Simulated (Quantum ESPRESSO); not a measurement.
# 1T-PtS2, 2 layers, AA stacking: a series in the field along the normal, part 3 of 4

Wanted: a table for 1T-PtS2, 2 layers, AA stacking against the field along the normal, and what can be fitted to it.

Quantum ESPRESSO 7.5; plane-wave DFT, PBE, GBRV ultrasoft pseudopotentials.

So far. Step 2 (Variable-cell relaxation of the reference):  The last row is no step: it is a fresh SCF in the final cell with a new plane-wave basis, +0 meV from the row before.

## Step 5: Band structure, 0 V/Å

Bands along a path place the edges.

File m0.bands.in:

```
&control
  prefix = 'm0.bands'
  outdir = './out'
  pseudo_dir = './pseudo'
  calculation = 'bands'
  tefield = .true.
  dipfield = .true.
/
&system
  ibrav = 0
  nat = 6
  ntyp = 2
  ecutwfc = 40
  ecutrho = 200
  occupations = 'smearing'
  smearing = 'fd'
  degauss = 0.002
  edir = 3
  emaxpos = 0.97
  eopreg = 0.04
  eamp = 0.0
  nbnd = 34
/
&electrons
  conv_thr = 1e-07
  mixing_beta = 0.4
  electron_maxstep = 120
  mixing_mode = 'local-TF'
/
ATOMIC_SPECIES
  S   32.0600  s_pbe_v1.4.uspp.F.UPF
  Pt  195.0840  pt_pbe_v1.4.uspp.F.UPF
CELL_PARAMETERS angstrom
  3.56019607400000 0.00000000000000 0.00000000000000
  -1.78009803700000 3.08322024300000 0.00000000000000
  0.00000000000000 0.00000000000000 24.22817278700000
ATOMIC_POSITIONS crystal
  S   0.666666666700 0.333333333300 0.350003902800
  Pt  0.000000000000 0.000000000000 0.401193743600
  S   0.333333333300 0.666666666700 0.451140473400
  S   0.666666666700 0.333333333300 0.548859526600
  Pt  0.000000000000 0.000000000000 0.598806256400
  S   0.333333333300 0.666666666700 0.649996097200
K_POINTS crystal_b
4
  0.0000000000 0.0000000000 0.0000000000 10
  0.5000000000 0.0000000000 0.0000000000 10
  0.3333333333 0.3333333333 0.0000000000 10
  0.0000000000 0.0000000000 0.0000000000 1
```

Run with:

```bash
> cp -r out/m0.scf.save out/m0.bands.save
> cp out/m0.scf.xml out/m0.bands.xml
> OMP_NUM_THREADS=1 mpirun -n 4 pw.x -nk 4 -in m0.bands.in > m0.bands.out
```

Output:

```text
[banner, memory and clock lines left out]
Program PWSCF v.7.5 starts

          URL

     Presently no symmetry can be used with electric field

     Atomic positions and unit cell read from directory:
     ./out/m0.bands.save/

     G-vector sticks info

     bravais-lattice index     =            0
     lattice parameter (alat)  =       6.7278  a.u.
     unit-cell volume          =    1794.7160 (a.u.)^3
     number of atoms/cell      =            6
     number of atomic types    =            2
     number of electrons       =        56.00
     number of Kohn-Sham states=           34
     kinetic-energy cutoff     =      40.0000  Ry
     charge density cutoff     =     200.0000  Ry
     Exchange-correlation=  SLA  PW   PBX  PBC
                           (   1   4   3   4   0   0   0)

     celldm(1)=   6.727796  celldm(2)=   0.000000  celldm(3)=   0.000000
     celldm(4)=   0.000000  celldm(5)=   0.000000  celldm(6)=   0.000000

     crystal axes: (cart. coord. in units of alat)
               a(1) = (   1.000000   0.000000   0.000000 )
               a(2) = (  -0.500000   0.866025   0.000000 )
               a(3) = (   0.000000   0.000000   6.805292 )

     reciprocal axes: (cart. coord. in units 2 pi/alat)
               b(1) = (  1.000000  0.577350 -0.000000 )
               b(2) = (  0.000000  1.154701  0.000000 )
               b(3) = (  0.000000 -0.000000  0.146944 )

     PseudoPot. # 1 for S  read from file:
     ./pseudo/s_pbe_v1.4.uspp.F.UPF
     Pseudo is Ultrasoft + core correction, Zval =  6.0
     Generated by new atomic code, or converted to UPF format
     Using radial grid of  907 points,  6 beta functions with:
                l(1) =   0
                l(2) =   0
                l(3) =   1
                l(4) =   1
                l(5) =   2
                l(6) =   2
     Q(r) pseudized with  8 coefficients,  rinner =    1.300   1.300   1.300
                                                       1.300   1.300

     PseudoPot. # 2 for Pt read from file:
     ./pseudo/pt_pbe_v1.4.uspp.F.UPF
     Pseudo is Ultrasoft + core correction, Zval = 16.0
     Generated by new atomic code, or converted to UPF format
     Using radial grid of  985 points,  6 beta functions with:
                l(1) =   0
                l(2) =   0
                l(3) =   1
                l(4) =   1
                l(5) =   2
                l(6) =   2
     Q(r) pseudized with  8 coefficients,  rinner =    1.300   1.300   1.300
                                                       1.300   1.300

     atomic species   valence    mass     pseudopotential
     S                 6.00    32.06000     S ( 1.00)
     Pt               16.00   195.08400     Pt( 1.00)

     No symmetry found

   Cartesian axes

     site n.     atom                  positions (alat units)
         1        S      tau(   1) = (   0.5000000   0.2886751   2.3818787  )
         2        Pt     tau(   2) = (   0.0000000   0.0000000   2.7302405  )
         3        S      tau(   3) = (  -0.0000000   0.5773503   3.0701425  )
         4        S      tau(   4) = (   0.5000000   0.2886751   3.7351492  )
         5        Pt     tau(   5) = (   0.0000000   0.0000000   4.0750512  )
         6        S      tau(   6) = (  -0.0000000   0.5773503   4.4234130  )

     number of k points=    31  Fermi-Dirac smearing, width (Ry)=  0.0020
                       cart. coord. in units 2pi/alat
        k(    1) = (   0.0000000   0.0000000   0.0000000), wk =   0.0645161
        k(    2) = (   0.0500000   0.0288675   0.0000000), wk =   0.0645161
        k(    3) = (   0.1000000   0.0577350   0.0000000), wk =   0.0645161
        k(    4) = (   0.1500000   0.0866025   0.0000000), wk =   0.0645161
        k(    5) = (   0.2000000   0.1154701   0.0000000), wk =   0.0645161
        k(    6) = (   0.2500000   0.1443376   0.0000000), wk =   0.0645161
        k(    7) = (   0.3000000   0.1732051   0.0000000), wk =   0.0645161
        k(    8) = (   0.3500000   0.2020726   0.0000000), wk =   0.0645161
        k(    9) = (   0.4000000   0.2309401   0.0000000), wk =   0.0645161
        k(   10) = (   0.4500000   0.2598076   0.0000000), wk =   0.0645161
        k(   11) = (   0.5000000   0.2886751   0.0000000), wk =   0.0645161
        k(   12) = (   0.4833333   0.3175426   0.0000000), wk =   0.0645161
        k(   13) = (   0.4666667   0.3464102   0.0000000), wk =   0.0645161
        k(   14) = (   0.4500000   0.3752777   0.0000000), wk =   0.0645161
        k(   15) = (   0.4333333   0.4041452   0.0000000), wk =   0.0645161
        k(   16) = (   0.4166667   0.4330127   0.0000000), wk =   0.0645161
        k(   17) = (   0.4000000   0.4618802   0.0000000), wk =   0.0645161
        k(   18) = (   0.3833333   0.4907477   0.0000000), wk =   0.0645161
        k(   19) = (   0.3666667   0.5196152   0.0000000), wk =   0.0645161
        k(   20) = (   0.3500000   0.5484828   0.0000000), wk =   0.0645161
        k(   21) = (   0.3333333   0.5773503   0.0000000), wk =   0.0645161
        k(   22) = (   0.3000000   0.5196152   0.0000000), wk =   0.0645161
        k(   23) = (   0.2666667   0.4618802   0.0000000), wk =   0.0645161
        k(   24) = (   0.2333333   0.4041452   0.0000000), wk =   0.0645161
        k(   25) = (   0.2000000   0.3464102   0.0000000), wk =   0.0645161
        k(   26) = (   0.1666667   0.2886751   0.0000000), wk =   0.0645161
        k(   27) = (   0.1333333   0.2309401   0.0000000), wk =   0.0645161
        k(   28) = (   0.1000000   0.1732051   0.0000000), wk =   0.0645161
        k(   29) = (   0.0666667   0.1154701   0.0000000), wk =   0.0645161
        k(   30) = (   0.0333333   0.0577350   0.0000000), wk =   0.0645161
        k(   31) = (   0.0000000   0.0000000   0.0000000), wk =   0.0645161

     Dense  grid:    85635 G-vectors     FFT dimensions: (  32,  32, 216)

     Smooth grid:    61475 G-vectors     FFT dimensions: (  27,  27, 192)

     The potential is recalculated from file :
     ./out/m0.bands.save/charge-density

     negative rho (up, down):  3.443E-01 0.000E+00

     Adding external electric field

     Computed dipole along edir(3) :
        Dipole                0.0001 Ry au,          0.0001 Debye
        Dipole field          0.0000 Ry au,

        Potential amp.       -0.0000 Ry
        Total length         43.9532 bohr

     Starting wfcs are   40 randomized atomic wfcs

     Band Structure Calculation
     Davidson diagonalization with overlap

     ethr =  1.79E-10,  avg # of iterations = 42.0

     End of band structure calculation

          k = 0.0000 0.0000 0.0000 (  7677 PWs)   bands (ev):

   -52.5065 -52.5065 -52.5061 -52.5061 -52.4129 -52.4125 -13.9997 -13.6366
[...]
-52.5270 -52.5267 -52.5117 -52.5113 -52.4102 -52.4098 -12.3041 -12.1197
   -11.8052 -11.7006  -6.2212  -6.0418  -4.7636  -4.6410  -4.2490  -3.7379
    -3.5887  -3.0212  -2.0212  -1.9415  -1.8724  -1.8698  -1.8054  -1.6758
    -1.5781  -1.3774  -1.2903  -0.4411   2.8745   2.9684   3.3337   3.6069
     5.9988   6.1715

          k = 0.4833 0.3175 0.0000 (  7684 PWs)   bands (ev):

   -52.5270 -52.5266 -52.5118 -52.5114 -52.4102 -52.4098 -12.2986 -12.1145
   -11.8048 -11.7026  -6.2078  -6.0314  -4.7769  -4.6502  -4.2286  -3.7333
    -3.5847  -3.0249  -2.0989  -2.0480  -1.8817  -1.8786  -1.8016  -1.7674
    -1.5957  -1.2551  -1.1511  -0.4265   2.8327   2.9736   3.3138   3.5736
     6.0329   6.2095

          k = 0.4667 0.3464 0.0000 (  7678 PWs)   bands (ev):

   -52.5267 -52.5264 -52.5122 -52.5119 -52.4101 -52.4098 -12.2823 -12.0994
   -11.8034 -11.7084  -6.1678  -6.0002  -4.8106  -4.6758  -4.1743  -3.7231
    -3.5739  -3.0380  -2.3994  -2.1756  -1.9570  -1.8969  -1.8463  -1.8119
    -1.5213  -1.0608  -0.9460  -0.3805   2.7439   2.9647   3.2293   3.5108
     6.1337   6.3064

          k = 0.4500 0.3753 0.0000 (  7680 PWs)   bands (ev):

   -52.5264 -52.5260 -52.5129 -52.5125 -52.4101 -52.4097 -12.2563 -12.0758
   -11.8008 -11.7175  -6.1014  -5.9490  -4.8536  -4.7118  -4.1022  -3.7188
    -3.5603  -3.0650  -2.7195  -2.4270  -1.9765  -1.9198  -1.8693  -1.8351
    -1.4045  -0.9119  -0.7644  -0.3032   2.6462   2.9315   3.0564   3.4692
     6.2969   6.4238

          k = 0.4333 0.4041 0.0000 (  7684 PWs)   bands (ev):

   -52.5259 -52.5256 -52.5138 -52.5134 -52.4101 -52.4097 -12.2222 -12.0459
   -11.7968 -11.7289  -6.0094  -5.8788  -4.8974  -4.7513  -4.0357  -3.7428
    -3.5533  -3.1083  -3.0055  -2.6773  -1.9550  -1.9507  -1.8898  -1.8728
    -1.2655  -0.8244  -0.6193  -0.2113   2.5643   2.8344   2.8807   3.4390
     6.5147   6.5284

          k = 0.4167 0.4330 0.0000 (  7674 PWs)   bands (ev):

   -52.5253 -52.5250 -52.5148 -52.5145 -52.4100 -52.4097 -12.1822 -12.0132
   -11.7909 -11.7411  -5.8929  -5.7915  -4.9375  -4.7885  -4.0281  -3.8315
    -3.5587  -3.1901  -3.1585  -2.8662  -1.9899  -1.9677  -1.9281  -1.8562
    -1.1152  -0.7806  -0.5137  -0.1328   2.5068   2.6072   2.8263   3.4024
     6.6036   6.7737

          k = 0.4000 0.4619 0.0000 (  7662 PWs)   bands (ev):

   -52.5246 -52.5243 -52.5160 -52.5157 -52.4100 -52.4096 -12.1390 -11.9829
   -11.7830 -11.7518  -5.7532  -5.6898  -4.9718  -4.8191  -4.1525  -4.0080
    -3.5278  -3.2431  -3.1885  -2.9823  -2.0380  -2.0135  -2.0025  -1.7817
    -0.9615  -0.7585  -0.4474  -0.0865   2.4048   2.4595   2.7936   3.3526
     6.6459   7.0535

          k = 0.3833 0.4907 0.0000 (  7671 PWs)   bands (ev):

   -52.5238 -52.5235 -52.5173 -52.5169 -52.4099 -52.4096 -12.0957 -11.9613
   -11.7732 -11.7577  -5.5929  -5.5781  -5.0007  -4.8408  -4.3647  -4.2448
    -3.4392  -3.2254  -3.1888  -3.0510  -2.1124  -2.0761  -2.0660  -1.7031
    -0.8129  -0.7408  -0.4163  -0.0788   2.2490   2.3970   2.8085   3.2885
     6.6608   7.3260

          k = 0.3667 0.5196 0.0000 (  7679 PWs)   bands (ev):

   -52.5230 -52.5226 -52.5186 -52.5182 -52.4099 -52.4095 -12.0547 -11.9542
   -11.7625 -11.7568  -5.4645  -5.4158  -5.0277  -4.8538  -4.5773  -4.4961
    -3.3329  -3.1806  -3.1794  -3.0882  -2.2211  -2.1275  -2.1162  -1.6368
    -0.7159  -0.6845  -0.4058  -0.1103   2.1544   2.3168   2.8690   3.2125
     6.6594   7.5539

          k = 0.3500 0.5485 0.0000 (  7701 PWs)   bands (ev):

   -52.5220 -52.5216 -52.5198 -52.5195 -52.4099 -52.4095 -12.0179 -11.9632
   -11.7533 -11.7519  -5.3658  -5.2301  -5.0614  -4.8705  -4.7329  -4.7162
    -3.2466  -3.1850  -3.1252  -3.0952  -2.3233  -2.1655  -2.1548  -1.5941
    -0.6788  -0.6153  -0.3723  -0.1796   2.1268   2.2343   2.9537   3.1288
     6.6531   7.6982

          k = 0.3333 0.5774 0.0000 (  7671 PWs)   bands (ev):

   -52.5210 -52.5209 -52.5206 -52.5205 -52.4099 -52.4095 -11.9862 -11.9860
   -11.7493 -11.7489  -5.3215  -5.0932  -5.0930  -4.9373  -4.7904  -4.7901
    -3.2036  -3.2035  -3.0926  -3.0925  -2.3700  -2.1808  -2.1702  -1.5802
    -0.6325  -0.6324  -0.2802  -0.2801   2.1625   2.1626   3.0426   3.0426
     6.6498   7.7426

          k = 0.3000 0.5196 0.0000 (  7663 PWs)   bands (ev):

   -52.5226 -52.5223 -52.5188 -52.5184 -52.4099 -52.4095 -12.0703 -11.9417
   -11.7682 -11.7667  -5.4050  -5.3262  -5.0739  -4.7928  -4.6794  -4.5677
    -3.2752  -3.2502  -3.1920  -3.1310  -2.1753  -2.1043  -2.0952  -1.6142
    -0.7704  -0.6645  -0.4029  -0.0424   2.0718   2.3684   2.8884   3.1724
     6.6671   7.6438

          k = 0.2667 0.4619 0.0000 (  7675 PWs)   bands (ev):

   -52.5233 -52.5229 -52.5166 -52.5162 -52.4101 -52.4097 -12.2221 -11.9774
   -11.8068 -11.7872  -5.4472  -5.4048  -5.0713  -4.7264  -4.5094  -4.2610
    -3.5124  -3.3430  -3.3184  -3.1775  -1.8990  -1.8977  -1.7796  -1.6275
    -0.9347  -0.9074  -0.2669   0.1828   2.0518   2.5696   2.8555   3.1600
     6.7167   7.4964

          k = 0.2333 0.4041 0.0000 (  7647 PWs)   bands (ev):

   -52.5227 -52.5224 -52.5144 -52.5141 -52.4104 -52.4100 -12.4578 -12.1598
   -11.8391 -11.7382  -5.3831  -5.2898  -5.0798  -4.6946  -4.4167  -4.1295
    -3.7016  -3.4607  -3.4381  -3.1665  -1.7628  -1.7277  -1.5191  -1.3467
    -0.9636  -0.8520  -0.1201   0.3679   2.0957   2.5529   2.9601   3.0404
     6.7901   7.3917

          k = 0.2000 0.3464 0.0000 (  7641 PWs)   bands (ev):

   -52.5210 -52.5206 -52.5124 -52.5121 -52.4107 -52.4104 -12.7552 -12.4271
   -11.8527 -11.6579  -5.3027  -5.1962  -4.9476  -4.7403  -4.3914  -4.1337
    -3.8302  -3.5036  -3.4758  -3.1744  -1.8132  -1.7251  -1.2285  -0.8742
    -0.6613  -0.4856  -0.0142   0.5039   2.2077   2.5134   2.6193   3.1617
     6.9000   7.3342

          k = 0.1667 0.2887 0.0000 (  7671 PWs)   bands (ev):

   -52.5183 -52.5180 -52.5107 -52.5103 -52.4112 -52.4108 -13.0737 -12.7272
   -11.8520 -11.5635  -5.4004  -5.0317  -4.8832  -4.8580  -4.4264  -4.1244
    -3.7806  -3.4442  -3.3903  -3.2175  -1.8217  -1.7327  -0.8119  -0.4278
    -0.3219  -0.0443   0.0372   0.6178   2.2199   2.4513   2.5409   3.1341
     7.0330   7.2723

          k = 0.1333 0.2309 0.0000 (  7667 PWs)   bands (ev):

   -52.5151 -52.5147 -52.5092 -52.5088 -52.4117 -52.4113 -13.3767 -13.0201
   -11.8437 -11.4644  -5.4756  -5.0514  -4.9702  -4.9682  -4.6279  -4.0858
    -3.4393  -3.3118  -3.2060  -3.1458  -1.7218  -1.6616  -0.3862  -0.3075
     0.0317   0.0704   0.2001   0.8070   2.0774   2.6769   2.7108   3.0238
     6.7703   6.8725

          k = 0.1000 0.1732 0.0000 (  7659 PWs)   bands (ev):

   -52.5118 -52.5114 -52.5080 -52.5076 -52.4121 -52.4118 -13.6366 -13.2755
   -11.8331 -11.3709  -5.5038  -5.1625  -5.0942  -5.0698  -4.8724  -4.1709
    -3.0774  -3.0516  -2.9563  -2.9538  -1.5008  -1.4767  -0.4420  -0.0962
     0.0532   0.2087   0.2150   1.0633   2.3095   2.7287   3.0012   3.1340
     6.4020   6.5094

          k = 0.0667 0.1155 0.0000 (  7661 PWs)   bands (ev):

   -52.5090 -52.5086 -52.5071 -52.5068 -52.4125 -52.4121 -13.8344 -13.4717
   -11.8240 -11.2939  -5.4897  -5.2455  -5.2028  -5.1729  -5.0794  -4.3153
    -2.8203  -2.7921  -2.7494  -2.7225  -1.1902  -1.1437  -0.6451  -0.0180
    -0.0168   0.1595   0.2169   1.1840   2.7883   2.8023   3.2566   3.4441
     6.1013   6.1943

          k = 0.0333 0.0577 0.0000 (  7685 PWs)   bands (ev):

   -52.5071 -52.5068 -52.5066 -52.5063 -52.4128 -52.4124 -13.9578 -13.5947
   -11.8182 -11.2432  -5.4547  -5.2888  -5.2751  -5.2463  -5.2194  -4.4288
    -2.6455  -2.6285  -2.6105  -2.5944  -1.0616  -0.7210  -0.6097  -0.0978
    -0.0694   0.1110   0.1509   1.0376   3.0819   3.1905   3.5320   3.6633
     5.8864   5.9150

          k = 0.0000 0.0000 0.0000 (  7677 PWs)   bands (ev):

   -52.5065 -52.5065 -52.5061 -52.5061 -52.4129 -52.4125 -13.9997 -13.6366
   -11.8162 -11.2255  -5.4326  -5.3004  -5.3004  -5.2733  -5.2733  -4.4709
    -2.5797  -2.5797  -2.5572  -2.5572  -1.0979  -0.4710  -0.4694  -0.1289
    -0.1289   0.0888   0.0888   0.8990   3.2794   3.2794   3.7252   3.7252
     5.7596   5.8029

     XML data file, pseudopotentials, collected wavefunctions

                                        0.00s GPU  (     419 calls)
```

The job ended after 42 s (4 MPI ranks of Arm Neoverse V1, shared host; peak memory 0.45 GiB).

Numbers from this step:

- valence top, on the run's zero: 1.184 eV
- gap by band count: 0.7882 eV

Band numbers count within the set of bands kept for display. Electronic bands along the path, in eV, zero at the highest filled level of the SCF mesh; v1 is the highest filled band, c1 the lowest empty one:

```tsv
point	v4	v3	v2	v1	c1	c2	c3	c4
Γ	-1.29	-1.07	-1.07	-0.26	2.12	2.12	2.57	2.57
halfway	-1.42	-1.16	-1.10	-0.56	0.82	1.60	1.64	2.20
M	-2.73	-2.53	-2.45	-1.60	1.72	1.81	2.18	2.45
halfway	-2.27	-1.94	-1.67	-1.29	1.35	1.45	1.67	2.25
K	-1.79	-1.79	-1.44	-1.44	1.01	1.01	1.89	1.89
halfway	-1.48	-1.20	-1.12	-0.54	1.06	1.29	1.38	1.98
Γ	-1.29	-1.07	-1.07	-0.26	2.12	2.12	2.57	2.57
```

Along this path the valence top lies between K and Γ and the conduction bottom between Γ and M.

## Step 6: SCF with pw.x, 0.05 V/Å

File m1.scf.in:

```
&control
  prefix = 'm1.scf'
  outdir = './out'
  pseudo_dir = './pseudo'
  calculation = 'scf'
  tprnfor = .true.
  tefield = .true.
  dipfield = .true.
/
&system
  ibrav = 0
  nat = 6
  ntyp = 2
  ecutwfc = 40
  ecutrho = 200
  occupations = 'smearing'
  smearing = 'fd'
  degauss = 0.002
  edir = 3
  emaxpos = 0.97
  eopreg = 0.04
  eamp = 0.00097235
  nbnd = 34
/
&electrons
  conv_thr = 1e-09
  mixing_beta = 0.4
  electron_maxstep = 120
  mixing_mode = 'plain'
  startingpot = 'file'
/
ATOMIC_SPECIES
  S   32.0600  s_pbe_v1.4.uspp.F.UPF
  Pt  195.0840  pt_pbe_v1.4.uspp.F.UPF
CELL_PARAMETERS angstrom
  3.56019607400000 0.00000000000000 0.00000000000000
  -1.78009803700000 3.08322024300000 0.00000000000000
  0.00000000000000 0.00000000000000 24.22817278700000
ATOMIC_POSITIONS crystal
  S   0.666666666700 0.333333333300 0.350003902800
  Pt  0.000000000000 0.000000000000 0.401193743600
  S   0.333333333300 0.666666666700 0.451140473400
  S   0.666666666700 0.333333333300 0.548859526600
  Pt  0.000000000000 0.000000000000 0.598806256400
  S   0.333333333300 0.666666666700 0.649996097200
K_POINTS automatic
  12 12 1 0 0 0
```

Run with:

```bash
> cp -r out/m0.scf.save out/m1.scf.save
> OMP_NUM_THREADS=1 mpirun -n 4 pw.x -nk 4 -in m1.scf.in > m1.scf.out
```

Output:

```text
[banner, memory and clock lines left out]
Program PWSCF v.7.5 starts
[...]
number of electrons       =        56.00
     number of Kohn-Sham states=           34
     kinetic-energy cutoff     =      40.0000  Ry
     charge density cutoff     =     200.0000  Ry
[...]
number of k points=    74  Fermi-Dirac smearing, width (Ry)=  0.0020
[...]
Dense  grid:    85635 G-vectors     FFT dimensions: (  32,  32, 216)
[...]
The initial density is read from file :
[...]
negative rho (up, down):  3.443E-01 0.000E+00
[...]
Starting wfcs are   40 randomized atomic wfcs
[...]
negative rho (up, down):  3.444E-01 0.000E+00
[...]
estimated scf accuracy    <       0.00943968 Ry
[...]
negative rho (up, down):  3.444E-01 0.000E+00
[...]
estimated scf accuracy    <       0.28736442 Ry
[...]
negative rho (up, down):  3.444E-01 0.000E+00
[...]
estimated scf accuracy    <       0.00015252 Ry
[...]
negative rho (up, down):  3.444E-01 0.000E+00
[...]
estimated scf accuracy    <       0.00003967 Ry
[...]
negative rho (up, down):  3.444E-01 0.000E+00
[...]
estimated scf accuracy    <       0.00002161 Ry
[...]
negative rho (up, down):  3.444E-01 0.000E+00
[...]
estimated scf accuracy    <       0.00000349 Ry
[...]
negative rho (up, down):  3.444E-01 0.000E+00
[...]
estimated scf accuracy    <       0.00000035 Ry
[...]
negative rho (up, down):  3.443E-01 0.000E+00
[...]
estimated scf accuracy    <       0.00000012 Ry
[...]
negative rho (up, down):  3.443E-01 0.000E+00
[...]
estimated scf accuracy    <       0.00000004 Ry
[...]
negative rho (up, down):  3.443E-01 0.000E+00
[...]
estimated scf accuracy    <       0.00000001 Ry
[...]
negative rho (up, down):  3.443E-01 0.000E+00
[...]
Computed dipole along edir(3) :
        Dipole                0.0513 Ry au,          0.1303 Debye
        Dipole field          0.0004 Ry au,
        E field amplitude [Ha a.u.]:  9.7235E-04
        Potential amp.        0.0539 Ry
        Total length         43.9532 bohr
[...]
the Fermi energy is     1.5746 ev
!    total energy              =    -517.93539349 Ry
     estimated scf accuracy    <          4.7E-10 Ry
     smearing contrib. (-TS)   =      -0.00000000 Ry
     internal energy E=F+TS    =    -517.93539349 Ry
[...]
one-electron contribution =   -3221.88109462 Ry
     hartree contribution      =    1621.40980717 Ry
     xc contribution           =    -147.50256105 Ry
     ewald contribution        =    1230.03853630 Ry
     electric field correction =      -0.00008129 Ry
     convergence has been achieved in  11 iterations
     negative rho (up, down):  3.443E-01 0.000E+00
[...]
Total force =     0.008533     Total SCF correction =     0.000179
[...]
```

The job ended after 2.5 min (4 MPI ranks; peak memory 0.9 GiB; 9.8 min of CPU time).

Numbers from this step:

```
free energy                          : -7046.8700 eV
Fermi energy                         : 1.575 eV
dipole along the normal              : 0.02713 e·Å
valence top, on the run's zero       : 1.164 eV
conduction bottom, on the run's zero : 1.980 eV
gap by band count                    : 0.8154 eV
```

(Part 3 of 4 ends here.)

[Logs are printed without paths, hosts, clocks, repeated set-up lines and the standing remarks that a program may print on its own settings, such as how far it seeks lower states.]

[Hosts, paths, dates, database ids (printed as entryN), source tags and the programs' standing remarks are cut or masked in the printed files.]

[Maps of the electrostatic potential energy from Ansatz leave out the sawtooth potential of an applied field or a dipole correction, so their vacuum need not be flat; planar profiles and work functions include it.]
